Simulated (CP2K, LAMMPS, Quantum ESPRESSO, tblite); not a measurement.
# Which run comes nearest? Amorphous 83SiO2-17PbO (mol %) (150 atoms)

Density of this cell: 3.56 g/cm³. The cell holds 150 atoms: 44 Si, 9 Pb and 97 O. Its edges and angles: a = 12.944 Å, b = 12.944 Å, c = 12.944 Å, α = 90.0°, β = 90.0°, γ = 90.0°. 150 atoms (44 Si, 9 Sr, 97 O) placed at random at 2.63 g/cm³, melted at 5000 K for 10 ps at fixed volume with the Morse and Coulomb pair potential with partial charges (Pedone, Malavasi, Menziani, Cormack and Segre, J. Phys. Chem. B 110, 11780 (2006)). Quenched from 5000 K to 300 K at 50 K/ps and fixed volume, held 10 ps at zero pressure, then minimised at fixed cell. Then Sr was replaced by Pb and the cell scaled by 1.008 (the potential has no terms for the new elements, so the cell is a start for a DFT relaxation).

Geometry: as built.

The reference, a calculation:

- method: Kohn-Sham DFT, PBE, SSSP efficiency 1.3.0 pseudopotentials, plane waves (Quantum ESPRESSO 7.5); sssp-pbe-1.3.0-efficiency, cutoffs 60/480 Ry, Γ point
- r.m.s. force component: 0.8971 eV/Å
- longest force: 3.839 eV/Å
- pressure: 1.061 GPa
- gap (highest filled to lowest empty level): 1.931 eV
- time: 53 min on 1 thread of Arm Neoverse V2, shared host
- CPU time: 53 min

Runs, in no order:
A. CP2K PBE, DZVP-MOLOPT-SR, 210/50 Ry, OT CG: Kohn-Sham DFT, PBE, GTH-PBE pseudopotentials, Gaussian and plane waves, DZVP-MOLOPT-SR-GTH, orbital transformation
B. CP2K GFN1-xTB, OT DIIS: GFN1-xTB tight binding (the program's own implementation), orbital transformation
C. CP2K PBE, DZVP-MOLOPT-SR, 600/50 Ry, diagonalisation: Kohn-Sham DFT, PBE, GTH-PBE pseudopotentials, Gaussian and plane waves, DZVP-MOLOPT-SR-GTH, diagonalisation
D. CP2K PBE, SZV-MOLOPT-SR, 600/50 Ry, OT CG: Kohn-Sham DFT, PBE, GTH-PBE pseudopotentials, Gaussian and plane waves, SZV-MOLOPT-SR-GTH, orbital transformation

**Question.** Rank the runs by how far their forces lie from the reference's, least first.

C, A, B, D.

```tsv
run	Δ force, r.m.s. (meV/Å)	share of r.m.s. force (%)	CPU time
C. CP2K PBE, DZVP-MOLOPT-SR, 600/50 Ry, diagonalisation	99.1	11.0	8.9 min
A. CP2K PBE, DZVP-MOLOPT-SR, 210/50 Ry, OT CG	175	19.5	15 min
B. CP2K GFN1-xTB, OT DIIS	491	54.8	14 s
D. CP2K PBE, SZV-MOLOPT-SR, 600/50 Ry, OT CG	1051	117	13 min
```

Periodic xTB results under one method name differ between programs and library versions. The network of bonds at the start is that of the classical potential that made the cell, and needn't be the one that DFT or experiment would give. The electronic-structure runs sample only Γ, in a cell whose shortest periodic width is 13 Å.

[Logs are printed without paths, hosts, clocks, repeated set-up lines and the standing remarks that a program may print on its own settings, such as how far it seeks lower states.]

[Hosts, paths, dates, database ids (printed as entryN), source tags and the programs' standing remarks are cut or masked in the printed files.]
